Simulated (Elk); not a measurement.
# ZnCr3B: spin-resolved bands and density of states

Aim: the bands and densities of states of ZnCr3B in the lowest state of several starts.

Program: Elk 11.2.3 (patched build). Level of theory: PBE; all-electron APW+lo, Dirac cores, scalar-relativistic bands. Results are calculated unless marked as measured.

### 1. The starting structure

The structure is cubic, space group Pm-3m (No. 221). Conventional cell: a = 3.889 Å, b = 3.889 Å, c = 3.889 Å, α = 90.00°, β = 90.00°, γ = 90.00°. Nearest to Cr lie 2 B at 1.94 Å and 8 Cr at 2.75 Å and 4 Zn at 2.75 Å. Nearest to Zn lie 12 Cr at 2.75 Å. Nearest to B lie 6 Cr at 1.94 Å. invented: Mn3ZnC (Pm-3m) with B for C, Cr for Mn. Farther neighbours are not listed.

The cell is a made-up one and need not be a known phase.

### 2. The magnetic state

Bands and densities of states are read from a converged potential, so the magnetic state comes first.

This is the lowest of the starts that converged (ferri ++-).

The last three numbers of an atom's line are a seed field in its sphere. It points against the wanted moment and shrinks by the factor reducebf each loop.

elk.in

```
tasks
  0

xctype
  20

rgkmax
  7.0

nempty
  14

swidth
  0.002

reducebf
  0.5

epsengy
  1e-05

maxscl
  100

lmaxi
  3

spinpol
  .true.

sppath
  './'

avec
  7.34903529455 0.00000000000 0.00000000000
  0.00000000000 7.34903529455 0.00000000000
  0.00000000000 0.00000000000 7.34903529455

atoms
  3
  'Cr.in'
  3
  0.0000000000 0.5000000000 0.5000000000   0.000000 0.000000 -0.075000
  0.5000000000 0.5000000000 0.0000000000   0.000000 0.000000 -0.075000
  0.5000000000 0.0000000000 0.5000000000   0.000000 0.000000 0.075000
  'Zn.in'
  1
  0.0000000000 0.0000000000 0.0000000000   0.000000 0.000000 0.000000
  'B.in'
  1
  0.5000000000 0.5000000000 0.5000000000   0.000000 0.000000 0.000000

ngridk
  6 6 6
```

Launch:

```bash
> OMP_NUM_THREADS=4 elk
```

Numbers of over 12 decimals in the logs are rounded to 6 here.

The log of the run:

```text
Warning(gndstate): core states of species 3 leak from the muffin-tin :   0.3973453817E-03

--- INFO.OUT ---
┌─────────────────────────┐
│ Elk code version 11.2.3 │
└─────────────────────────┘

All units are atomic (Hartree, Bohr, etc.)

┌─────────────────────────────────────────────────┐
│ Ground-state run starting from atomic densities │
└─────────────────────────────────────────────────┘

Lattice vectors :
   7.349035295       0.000000000       0.000000000
   0.000000000       7.349035295       0.000000000
   0.000000000       0.000000000       7.349035295

Species : 1 (Cr)
 parameters loaded from : Cr.in
 name : chromium
 nuclear charge    :   -24.00000000
 electronic charge :    24.00000000
 atomic mass :    94783.09202
 muffin-tin radius :    2.071152941
 number of radial points in muffin-tin :    993
 inner part over the whole radius :   0.9982252465E-02
 number on inner part of muffin-tin    :    697
 approximate nuclear radius :   0.6987106690E-04
 number of mesh points to nuclear radius :    331
 atomic positions (lattice), magnetic fields (Cartesian) :
  1 :   0.00000000  0.50000000  0.50000000    0.00000000  0.00000000 -0.07500000
  2 :   0.50000000  0.50000000  0.00000000    0.00000000  0.00000000 -0.07500000
  3 :   0.50000000  0.00000000  0.50000000    0.00000000  0.00000000  0.07500000

Species : 2 (Zn)
 parameters loaded from : Zn.in
 name : zinc
 nuclear charge    :   -30.00000000
 electronic charge :    30.00000000
 atomic mass :    119233.3130
 muffin-tin radius :    2.400000000
 number of radial points in muffin-tin :    993
 inner part over the whole radius :   0.9843840322E-02
 number on inner part of muffin-tin    :    701
 approximate nuclear radius :   0.7484757725E-04
 number of mesh points to nuclear radius :    337
 atomic positions (lattice), magnetic fields (Cartesian) :
  1 :   0.00000000  0.00000000  0.00000000    0.00000000  0.00000000  0.00000000

Species : 3 (B)
 parameters loaded from : B.in
 name : boron
 nuclear charge    :   -5.000000000
 electronic charge :    5.000000000
 atomic mass :    19707.24742
 muffin-tin radius :    1.553364706
 number of radial points in muffin-tin :    593
 inner part over the whole radius :   0.9939955124E-02
 number on inner part of muffin-tin    :    403
 approximate nuclear radius :   0.4534157419E-04
 number of mesh points to nuclear radius :    163
 atomic positions (lattice), magnetic fields (Cartesian) :
  1 :   0.50000000  0.50000000  0.50000000    0.00000000  0.00000000  0.00000000

Total number of atoms per unit cell :    5
Total muffin-tin volume :    185.2529946
 ratio of muffin-tin to unit cell volume :   0.4667391571

Spin treatment :
 spin-polarised
 global magnetic field (Cartesian) :    0.000000000       0.000000000       0.000000000
 collinear magnetisation in z-direction

Number of Bravais lattice symmetries :   48
Number of crystal symmetries         :   16
Crystal has inversion symmetry
Real symmetric eigensolver will be used

k-point grid :      6     6     6
k-point offset :    0.000000000       0.000000000       0.000000000
k-point set is reduced with full crystal symmetry group
Total number of k-points :       40

Muffin-tin radius times maximum |G+k| :    7.000000000
 using average radius
Maximum |G+k| for APW functions       :    3.442569835
Maximum (1/2)|G+k|²                   :    5.925643534
Maximum |G| for potential and density :    12.00000000
Constant for pseudocharge density :    7
 order of it for each species :   14  14  14
 order of it for pair densities of each species (exact exchange by exxq0 0: 14) :   10  14   4
Radial integration step length :    1

G-vector grid sizes :     30    30    30
Number of G-vectors :    11513

Maximum angular momentum used for
 APW functions            :    8
 outer part of muffin-tin :    6
 inner part of muffin-tin :    3

Number of empty states         :     70
Total number of valence states :    204
Total number of core states    :     44

Third-order local-orbitals added for an l without core states : T
Total number of local-orbitals :     98

Exchange-correlation functional :     20     0     0
 Perdew-Burke-Ernzerhof, Phys. Rev. Lett. 77, 3865 (1996)
 gradient requirement :    1
 generalised gradient approximation (GGA)

Smearing type :    3
 Fermi-Dirac
Smearing width :   0.2000000000E-02
Effective electronic temperature (K) :    631.5500496

Mixing type :    3
 Broyden mixing, J. Phys. A: Math. Gen. 17, L317 (1984)

Kohn-Sham potential initialised from atomic data

┌──────────────────────────────┐
│ Self-consistent loop started │
└──────────────────────────────┘

┌─────────────────┐
│ Loop number : 1 │
└─────────────────┘

Energies :
 Fermi                       :     0.301520
 sum of occupied eigenvalues :     -2870.4844162016
 electron kinetic            :      5019.2060714580
 core electron kinetic       :      4526.4899329598
 Coulomb                     :     -9772.9748654385
 Coulomb potential           :     -7637.6740062519
 nuclear-nuclear             :     -841.38184621045
 electron-nuclear            :     -10251.734093194
 Hartree                     :      1320.1410739654
 Madelung                    :     -5954.1378623126
 xc potential                :     -251.86165867479
 xc effective B-field        :    -0.90092792776010E-01
 external B-field            :      0.000000
 exchange                    :     -215.29535302652
 correlation                 :     -4.902580
 electron entropic           :    -0.18029368606608E-02
 total energy                :     -4973.9685302301
 (external B-field energy excluded from total)

Density of states at Fermi energy :    137.3801387
 (states/Hartree/unit cell)

Estimated indirect band gap :   0.1563783703E-03
 from k-point 23 to k-point 33
Estimated direct band gap   :   0.1958378080E-02
 at k-point 23

Charges :
 core                        :    44.00000000
 valence                     :    63.00000000
 interstitial                :    9.330533253
 muffin-tins (core leakage)
  species : 1 (Cr)
   atom 1                    :    21.27512650     ( -0.2138052793E-06)
   atom 2                    :    21.27512650     ( -0.2138052793E-06)
   atom 3                    :    21.29639388     ( -0.2138052793E-06)
  species : 2 (Zn)
   atom 1                    :    29.01680375     (  0.8748340995E-04)
  species : 3 (B)
   atom 1                    :    4.806016115     (  0.3780565476E-03)
 total in muffin-tins        :    97.66946675
 total calculated charge     :    106.9991856
 total charge                :    107.0000000
 error                       :   0.8144213534E-03

Moments :
 interstitial                :   0.1985961696
 muffin-tins
  species : 1 (Cr)
   atom 1                    :    1.197547038
   atom 2                    :    1.197547038
   atom 3                    :   -1.089777687
  species : 2 (Zn)
   atom 1                    :   0.7216498909E-02
  species : 3 (B)
   atom 1                    :  -0.7036457600E-02
 total in muffin-tins        :    1.305496431
 total moment                :    1.504092601

[... earlier loops left out ...]

┌──────────────────┐
│ Loop number : 45 │
└──────────────────┘

Energies :
 Fermi                       :     0.340697
 sum of occupied eigenvalues :     -2869.3614062902
 electron kinetic            :      5042.9414451410
 core electron kinetic       :      4525.5718910276
 Coulomb                     :     -9794.2683009582
 Coulomb potential           :     -7623.8954610039
 nuclear-nuclear             :     -841.38184621045
 electron-nuclear            :     -10308.672592048
 Hartree                     :      1355.7861373008
 Madelung                    :     -5982.3205704562
 xc potential                :     -288.28471617682
 xc effective B-field        :    -0.122675
 external B-field            :      0.000000
 exchange                    :     -217.32443107463
 correlation                 :     -4.909775
 electron entropic           :    -0.20075058440436E-02
 total energy                :     -4973.5630694010
 (external B-field energy excluded from total)

Density of states at Fermi energy :    154.7750590
 (states/Hartree/unit cell)

Estimated indirect band gap :   0.1416740344E-03
 from k-point 23 to k-point 30
Estimated direct band gap   :   0.9759483506E-03
 at k-point 33

Charges :
 core                        :    44.00000000
 valence                     :    63.00000000
 interstitial                :    8.108775645
 muffin-tins (core leakage)
  species : 1 (Cr)
   atom 1                    :    22.04877992     ( -0.2138803783E-06)
   atom 2                    :    22.04877992     ( -0.2138803783E-06)
   atom 3                    :    22.04345550     ( -0.2138803357E-06)
  species : 2 (Zn)
   atom 1                    :    29.05502261     (  0.8077839502E-04)
  species : 3 (B)
   atom 1                    :    3.695186409     (  0.3973453817E-03)
 total in muffin-tins        :    98.89122435
 total calculated charge     :    106.9992540
 total charge                :    107.0000000
 error                       :   0.7460029052E-03

Moments :
 interstitial                :   0.7048794667E-01
 muffin-tins
  species : 1 (Cr)
   atom 1                    :    1.230070223
   atom 2                    :    1.230070223
   atom 3                    :   -1.610281550
  species : 2 (Zn)
   atom 1                    :  -0.1013418574E-01
  species : 3 (B)
   atom 1                    :  -0.1410983561E-01
 total in muffin-tins        :   0.8256148751
 total moment                :   0.8961028218

┌──────────────────────────────┐
│ Self-consistent loop stopped │
└──────────────────────────────┘

Warning : core states of species 3 leak from the muffin-tin :   0.3973453817E-03

Wrote STATE.OUT
```

Elapsed: 12 min, on 4 threads of Arm Neoverse V1, shared host; peak memory 0.46 GiB.

Spin moment in the muffin-tin sphere by atom:

| atom | spin moment in the muffin-tin sphere (μB) |
| --- | --- |
| Cr1 | 1.23 |
| Cr2 | 1.23 |
| Cr3 | -1.61 |
| Zn4 | -0.01 |
| B5 | -0.01 |

This step gave:

```yaml
density_of_states_at_the_fermi_level: 5.688 states/eV/cell
moment_between_the_spheres: 0.07049 μB
magnetization: 0.8961 μB
final_state: ferrimagnetic
```

### 3. Levels along a path and on the mesh

The potential is kept. Point names follow a standard table for this cell's lattice and can differ from other conventions. The density of states is interpolated from the levels on the mesh (so its value at the Fermi level can differ from the smeared one of the ground-state run), and the bands are solved anew along a path of special points.

elk.in

```
tasks
  10
  20
  15

xctype
  20

rgkmax
  7.0

nempty
  14

swidth
  0.002

reducebf
  0.5

epsengy
  1e-05

maxscl
  100

lmaxi
  3

spinpol
  .true.

sppath
  './'

avec
  7.34903529455 0.00000000000 0.00000000000
  0.00000000000 7.34903529455 0.00000000000
  0.00000000000 0.00000000000 7.34903529455

atoms
  3
  'Cr.in'
  3
  0.0000000000 0.5000000000 0.5000000000   0.000000 0.000000 -0.000075
  0.5000000000 0.5000000000 0.0000000000   0.000000 0.000000 -0.000075
  0.5000000000 0.0000000000 0.5000000000   0.000000 0.000000 0.000075
  'Zn.in'
  1
  0.0000000000 0.0000000000 0.0000000000   0.000000 0.000000 0.000000
  'B.in'
  1
  0.5000000000 0.5000000000 0.5000000000   0.000000 0.000000 0.000000

ngridk
  6 6 6

wplot
  300 60 1
  -0.35000 0.25000

plot1d
  7 84
  0.00000000 0.00000000 0.00000000
  0.50000000 0.00000000 0.00000000
  0.50000000 0.00000000 0.50000000
  0.00000000 0.00000000 0.00000000
  0.00000000 0.50000000 0.00000000
  0.50000000 0.50000000 0.00000000
  0.50000000 0.50000000 0.50000000
```

Launch:

```bash
> OMP_NUM_THREADS=4 elk
```

The log of the run:

```text
┌─────────────────────────────────┐
│ Elk code version 11.2.3 started │
└─────────────────────────────────┘

Info(readinput): the functional depends on the density's gradient
 muffin-tin radial points multiplied by    2.00000
 (not where nrmtscf is given)

┌───────────────────┐
│ Current task : 10 │
└───────────────────┘
Info(checkmt): changed muffin-tin radius of species 1 (Cr) from   2.4000 to   2.0712
Info(checkmt): changed muffin-tin radius of species 3 (B) from   1.8000 to   1.5534

Info(writedos):
 Total density of states written to TDOS.OUT

 Partial density of states written to PDOS_Sss_Aaaaa.OUT
 for all species and atoms

 Spin-quantisation axis :    0.000000000       0.000000000       1.000000000

 Eigenvalues of a random matrix symmetrised with the site
 symmetries in the Yₗₘ basis written to ELMIREP.OUT for all
 species and atoms. Degenerate eigenvalues correspond to
 irreducible representations of each site symmetry group

 Interstitial density of states written to IDOS.OUT

 Fermi energy is at zero in plots

 DOS units are states/Hartree/unit cell

┌───────────────────┐
│ Current task : 20 │
└───────────────────┘

Info(bandstr):
 Band structure plot written to BAND.OUT

 Fermi energy is at zero in plot

 Vertex location lines written to BANDLINES.OUT

┌───────────────────┐
│ Current task : 15 │
└───────────────────┘

Info(writelsj):
 muffin-tin L, S and J expectation values written to LSJ.OUT

┌──────────────────┐
│ Elk code stopped │
└──────────────────┘
```

The job ended after 1.7 min (4 threads; peak memory 0.73 GiB; 5.6 min of CPU time).

The electronic bands at the labelled points (eV, zero at the Fermi level; # counts the bands kept):

| point | up #16 | up #17 | up #18 | up #19 | down #16 | down #17 | down #18 | down #19 |
| --- | --- | --- | --- | --- | --- | --- | --- | --- |
| Γ | 0.05 | 0.05 | 0.22 | 1.01 | -0.01 | 0.52 | 1.12 | 1.12 |
| 0.46 of the way | -0.11 | 0.03 | 0.47 | 0.96 | 0.24 | 0.34 | 0.84 | 0.87 |
| X | -0.51 | -0.33 | 0.62 | 0.71 | -0.09 | 0.44 | 0.54 | 0.77 |
| 0.46 of the way | -0.73 | -0.25 | 0.52 | 0.92 | -0.28 | -0.11 | 0.43 | 0.77 |
| M | -0.06 | -0.06 | 0.22 | 0.32 | -0.64 | 0.11 | 0.20 | 0.20 |
| halfway | -0.42 | 0.17 | 0.22 | 0.57 | 0.13 | 0.21 | 0.41 | 0.77 |
| Γ | 0.05 | 0.05 | 0.22 | 1.01 | -0.01 | 0.52 | 1.12 | 1.12 |
| 0.46 of the way | 0.06 | 0.06 | 0.15 | 0.22 | -0.21 | 0.70 | 1.18 | 1.18 |
| Z | -0.08 | -0.08 | 0.04 | 0.06 | -0.52 | 0.50 | 1.07 | 1.07 |
| 0.54 of the way | -0.62 | -0.24 | -0.14 | 0.39 | -0.33 | 0.14 | 1.00 | 1.04 |
| R | -0.81 | -0.40 | -0.04 | 0.26 | -0.19 | -0.19 | 0.66 | 0.99 |
| 0.54 of the way | -0.65 | -0.46 | -0.24 | 0.14 | -0.07 | 0.01 | 0.36 | 0.63 |
| A | -0.55 | -0.55 | -0.49 | 0.12 | -0.40 | -0.40 | 0.25 | 0.25 |

The density of states has structure finer than the step of the table below, so its rows give means over 0.5 eV, whole bins alone (the curve runs from -9.52 to 6.75 eV). Peaks (eV: height): up -6.75: 21.1, -1.74: 4.61, 1.14: 4.43, 4.41: 3.02; down -6.75: 21.1, -1.85: 4.51, 0.65: 4.04, 4.57: 2.92; Cr1 d up -2.01: 0.973, -1.74: 0.877, -1.09: 0.894, -0.05: 1.18; Cr1 d down 0.54: 1.16, 1.03: 1.29, 1.47: 1.27, 1.85: 1.08; Zn4 d up -6.75: 19.5.

Density of states against energy, zero at the Fermi level; means over each step; 7 of 8 lines; values in states/eV/cell:

| energy (eV) | up | down | Cr1 d up | Cr1 d down | Zn4 d up | Zn4 d down | B5 p up |
| --- | --- | --- | --- | --- | --- | --- | --- |
| -9.0 | 0.320 | 0.307 | 0.0110 | 0.00855 | 0.00185 | 0.00172 | 0.00245 |
| -8.5 | 0.523 | 0.518 | 0.0194 | 0.0156 | 0.0108 | 0.0103 | 0.00495 |
| -8.0 | 0.525 | 0.528 | 0.0184 | 0.0150 | 0.0423 | 0.0413 | 0.00683 |
| -7.5 | 0.368 | 0.389 | 0.0102 | 0.00902 | 0.0917 | 0.0949 | 0.00597 |
| -7.0 | 4.08 | 3.86 | 0.0218 | 0.0141 | 3.67 | 3.47 | 0.0131 |
| -6.5 | 5.94 | 6.15 | 0.0295 | 0.0226 | 5.46 | 5.67 | 0.00894 |
| -6.0 | 0.675 | 0.582 | 0.0357 | 0.0229 | 0.0784 | 0.0700 | 0.0118 |
| -5.5 | 1.18 | 1.19 | 0.0622 | 0.0413 | 0.0750 | 0.0731 | 0.0567 |
| -5.0 | 0.401 | 0.418 | 0.0402 | 0.0264 | 0.0252 | 0.0264 | 0.0392 |
| -4.5 | 1.17 | 1.07 | 0.134 | 0.0825 | 0.0380 | 0.0361 | 0.128 |
| -4.0 | 1.30 | 1.21 | 0.174 | 0.0950 | 0.0218 | 0.0217 | 0.133 |
| -3.5 | 1.41 | 1.38 | 0.225 | 0.118 | 0.0207 | 0.0197 | 0.149 |
| -3.0 | 1.41 | 1.40 | 0.268 | 0.149 | 0.0264 | 0.0237 | 0.138 |
| -2.5 | 2.16 | 2.00 | 0.466 | 0.201 | 0.0349 | 0.0309 | 0.103 |
| -2.0 | 3.06 | 2.54 | 0.681 | 0.279 | 0.0404 | 0.0368 | 0.0539 |
| -1.5 | 3.11 | 3.16 | 0.686 | 0.457 | 0.0446 | 0.0351 | 0.0987 |
| -1.0 | 2.12 | 2.14 | 0.669 | 0.327 | 0.0265 | 0.0320 | 0.0210 |
| -0.5 | 2.36 | 1.75 | 0.837 | 0.324 | 0.0291 | 0.0256 | 0.0171 |
| 0.0 | 2.91 | 2.37 | 0.927 | 0.533 | 0.0457 | 0.0406 | 0.0342 |
| 0.5 | 3.13 | 3.28 | 0.758 | 0.928 | 0.0412 | 0.0383 | 0.0407 |
| 1.0 | 2.92 | 3.27 | 0.499 | 1.04 | 0.0349 | 0.0414 | 0.0109 |
| 1.5 | 2.35 | 2.54 | 0.565 | 0.991 | 0.00958 | 0.0260 | 0.0119 |
| 2.0 | 0.631 | 1.79 | 0.155 | 0.616 | 0.00167 | 0.00407 | 0.00690 |
| 2.5 | 1.42 | 1.06 | 0.262 | 0.283 | 0.00502 | 0.00277 | 0.0357 |
| 3.0 | 1.32 | 1.47 | 0.201 | 0.463 | 0.00584 | 0.00495 | 0.0510 |
| 3.5 | 0.837 | 1.13 | 0.125 | 0.310 | 0.00481 | 0.00563 | 0.0609 |
| 4.0 | 0.189 | 0.315 | 0.0227 | 0.0791 | 0.00127 | 0.00192 | 0.0203 |
| 4.5 | 1.71 | 1.50 | 0.207 | 0.257 | 0.0138 | 0.0112 | 0.145 |
| 5.0 | 0.723 | 0.787 | 0.0849 | 0.137 | 0.0109 | 0.00983 | 0.0660 |
| 5.5 | 0.607 | 0.669 | 0.0634 | 0.102 | 0.0113 | 0.0125 | 0.0460 |
| 6.0 | 1.01 | 0.928 | 0.0864 | 0.0929 | 0.0138 | 0.0130 | 0.102 |

### 4. Outcome

```yaml
state: ferrimagnetic
largest_moment: 1.61 μB
```

In words: Right at the Fermi level (the table gives means over its steps) the density of states is 3.6 states/eV a cell for spin up and 2.2 for spin down. The state is the lowest of the starts that converged. These are Kohn–Sham levels without spin–orbit coupling.

[Logs and program files are shortened in this print: banners, set-up blocks, solver, clock and traceback lines can be left out without a mark of their own.]

[Logs are printed without paths, hosts, clocks, repeated set-up lines and the standing remarks that a program may print on its own settings, such as how far it seeks lower states.]

[Hosts, paths, dates, database ids (printed as entryN), source tags and the programs' standing remarks are cut or masked in the printed files.]

[Where a cell is said to come from a database of computed structures, the database is the Materials Project.]
